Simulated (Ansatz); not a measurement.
# NaVSe3 (model cell, started as cubic perovskite with V in the octahedra): following an unstable mode, part 3 of 3

Wanted: the energy along a soft mode of NaVSe3 (model cell, started as cubic perovskite with V in the octahedra) and the structure at the end.

Ansatz 0.2.0; DFT PBE, scalar-relativistic, plane waves, PAW; PAW set soft_1.

So far. Step 5 (Energy along the mode, all amplitudes (two of the runs …): The lowest of the steps tried is at 0.32 Å, 20.3 meV/atom below the parent; the bottom of the well need not coincide with a step. Step 7 (The new phase in its own primitive cell): The largest force component left is 0.14 meV/Å and the pressure is 0.000 GPa, within the tolerances set. The cell now holds 27.13 Å³/atom. The relaxed cell has a = 4.612, c = 6.379 Å (conventional setting).

The structure was built from a prototype and need not be the compound's stable phase.

## 8. Modes of the new phase, k-mesh 8×8×6

A relaxed structure may still be a saddle point, so its zone-centre modes are computed. No field response is asked, since the mesh shows no gap.

Input file input.yaml:

```yaml
crystal:
  lattice:
    - [4.611805004, 0.0, 0.0]
    - [0.0, 4.611805004, 0.0]
    - [0.0, 0.0, 6.3786790883]
  atoms:
    - { symbol: Na, position: [0.0, 0.0, 0.1296283472] }
    - { symbol: V, position: [0.5, 0.5, 0.3608488586] }
    - { symbol: Se, position: [0.5, 0.0, 0.4875594805] }
    - { symbol: Se, position: [0.5, 0.5, 0.0118370779] }
    - { symbol: Se, position: [0.0, 0.5, 0.4875594805] }
kpoints:
  mp_grid: { grid: [8, 8, 6] }
hamiltonian:
  xc: pbe
  pseudopotentials: { kind: paw, azcp: { folder: soft_1 } }
scf:
  occupations: { method: methfessel_paxton, width: 0.2 }
output:
  eigenvalues: true
phonons:
  method: dfpt
```

The run is started by

```bash
> ansatz run input.yaml --threads 4 --pin off --max-ram 16384MiB --backend cpu --events-out ev --progress --plain --runs-dir out
```

Numbers of over 12 decimals in the logs are rounded to 6 here.

What it wrote:

```text
zone centre: on kpoints.mp_grid the ground state, and the responses unless they are solved on pairs of k-points, stand on 100 of the mesh's 384 k-points, reduced under 4 symmetry operations, with k and −k counted as one. Each operation leaves every solved displacement unchanged or reverses it
[...]
Crystal: 5 atoms, lattice volume = 135.667 Å³
Basis set: ecut = 420 eV, 2653 PW (Γ), exchange–correlation on 64×64×90 points (8 copies of the dense FFT grid, shifted against one another)
Bands: 42, of which v1, the nominal top of the filled ones, is band 35 counted from 1 (34 counted from 0)
Symmetry: 8 space group operations
k-points: 100 of 384 (irreducible under 4 space group operations, time reversal used)
[...]
SCF iter   1: F=—  HF=-20818.473554 eV  |F-HF|=—  |Δ(HF+E_count)|=         —  Δρ=2.45e-1  dr2=1.48e2  ethr=3.10e-3  ⟨swp⟩=5.7  Hψ=14537  notcnv=0
[...]
SCF iter  15: F=-20808.984096 eV  HF=-20808.984096 eV  |F-HF|=7.28e-12  |Δ(HF+E_count)|=  1.09e-11  S|Δr|=    0.00e0  Δρ=3.47e-8  dr2=1.76e-12  ethr=1.00e-12  ⟨swp⟩=6.2  Hψ=18254  notcnv=0
[...]
SCF 1 converged in 15 iterations: F = -20808.984096 eV  dr2 = 1.76e-12
[...]
DFPT response loops at Γ: preconditioner auto → none (partly filled bands, converged f_vac=0.175); β = 0.50; Broyden in place of MSR1
SCF converged after 15 iterations
[...]
Free energy (F): -20808.984096 eV
[...]
Internal energy: -20808.994109 eV  (E = F + TS)
E sigma→0 (E₀):  -20808.986599 eV
Entropy (-TS):   0.010013 eV (2.003 meV/atom)
Fermi energy:    5.821991 eV
[...]
--- Band table (eV; the first three rows and the last of 100) ---
  k-point 0: bands = [... 31 lower, 3.4302, 3.8165, 5.0767, 5.4138, 5.4138, 7.2782, 7.2782, 7.4705, ... 3 higher]
  k-point 1: bands = [... 31 lower, 3.4323, 3.8033, 5.0771, 5.4131, 5.4131, 7.2545, 7.2545, 7.4606, ... 3 higher]
  k-point 2: bands = [... 31 lower, 3.4367, 3.7773, 5.0778, 5.4117, 5.4117, 7.2090, 7.2090, 7.4295, ... 3 higher]
  k-point 99: bands = [... 31 lower, 2.8732, 4.7844, 4.7844, 5.9096, 5.9096, 6.2124, 6.4546, 7.0080, ... 3 higher]
--- Phonons (Γ-DFPT): 9 representative perturbations + reference, on 100 of 384 k-points (Σ response iterations 31) ---
  k mesh reduced under 4 symmetry operations, with k and −k counted as one. Each operation leaves every solved displacement unchanged or reverses it
  ASR residual: 1.599e-5 → 0.000e0 eV/Å²; symmetrization residual: 7.006e-6 eV/Å²
  ASR residual per site (eV/Å²): 9.07e-6 1.60e-5 1.30e-5 1.29e-5 1.30e-5
[...]
non-analytic LO–TO correction: not included (Born effective charges unavailable; polar crystals: no LO–TO splitting at Γ)
```

It took 3.3 min on 4 threads of Arm Neoverse V1, shared host; peak memory 2 GiB; 13 min of CPU time.

This step gave:

```yaml
sum_rule_residual_before_enforcement: 1.60e-5 eV/Å²
point_group: 4mm
highest_optical_mode_at_the_zone_centre_no_lo_to_term: 378.4 cm⁻¹
lowest_optical_zone_centre_mode: -101.8 cm⁻¹
```

Patterns of degenerate modes are one choice out of their space. Modes at Γ, with each element's share of the kinetic energy (negative means imaginary):

```csv
mode,frequency (cm⁻¹),symmetry,Na %,V %,Se %
1,-101.8,E,0,32,68
2,-101.8,E,0,32,68
3,0.0,acoustic,7,16,76
4,0.0,acoustic,7,16,76
5,0.0,acoustic,7,16,76
6,83.2,B1,0,0,100
7,88.8,A1,92,3,5
8,89.1,E,37,8,56
9,89.1,E,37,8,56
10,93.4,E,56,13,32
11,93.4,E,56,13,32
12,141.8,A1,0,15,84
13,228.9,E,0,31,69
14,228.9,E,0,31,69
15,378.4,A1,0,65,34
```

Displacements in mode 1 (-101.8 cm⁻¹), the largest set to 1:
```
Na1  0.02 -0.06  0.00
V2   0.25 -0.91  0.00
Se3 -0.27 -0.04  0.00
Se4  0.10 -0.36  0.00
Se5  0.01  1.00  0.00
```

Displacements in mode 7 (88.8 cm⁻¹), the largest set to 1:
```
Na1  0.00  0.00  1.00
V2   0.00  0.00 -0.12
Se3  0.00  0.00 -0.07
Se4  0.00  0.00 -0.07
Se5  0.00  0.00 -0.07
```

Before it was imposed, the acoustic sum rule was missed by 1.6e-5 eV/Å². Small misses are needed for a sound result but don't prove that mesh and cutoff are converged. The lowest optical mode is imaginary, 101.8i cm⁻¹, so the energy falls along it.

## 9. Results

```json
{
  "unstable mode of the parent": "q = (0, 0, 0), 133i cm⁻¹",
  "depth at the lowest point sampled": "20.3 meV/atom",
  "largest atomic shift at that point": "0.32 Å",
  "space group reached (within 0.01 Å)": "P4mm",
  "energy gained over the parent (first relaxation, on the mesh of the frozen mode)": "103 meV/atom",
  "volume per atom, phase reached": "27.1 Å³",
  "lowest optical zone-centre mode, phase reached": "-102 cm⁻¹",
  "highest optical mode at the zone centre (no LO-TO term), phase reached": "378 cm⁻¹"
}
```

What this shows: Along this mode the structure falls into P4mm, 103 meV/atom below the parent. At the parent's cell the well is 20.33 meV/atom deep on the steps tried, with its lowest point at a shift of 0.32 Å. Relaxing atoms and cell changes the gain by +82.95 meV/atom against the lowest step (energies at zero smearing). Most of the total comes from this relaxation. The new phase still has an imaginary mode at the zone centre of its cell, so it is a saddle point on the way to a lower structure. Of the 5 patterns followed to their end from this parent, this one ends 29.0 meV/atom above the lowest, Amm2. Another end point lies within 1 meV/atom; how such a difference moves with mesh and cutoff was not tested. Each path keeps the symmetry of its pattern, so a lower phase may lie along a pattern not tried. With no gap, or one that is small against the smearing, the frequencies hang on the k mesh and the smearing, most of all near Kohn anomalies. The phonon runs are without spin polarisation, although V often carries a moment. A phonon run warned that its eigensolver left some bands unconverged in a pass. The starting cell was built on a prototype and not taken from a measurement, so the phase need not exist.

[Logs are printed without paths, hosts, clocks, repeated set-up lines and the standing remarks that a program may print on its own settings, such as how far it seeks lower states.]

[Hosts, paths, dates, database ids (printed as entryN), source tags and the programs' standing remarks are cut or masked in the printed files.]
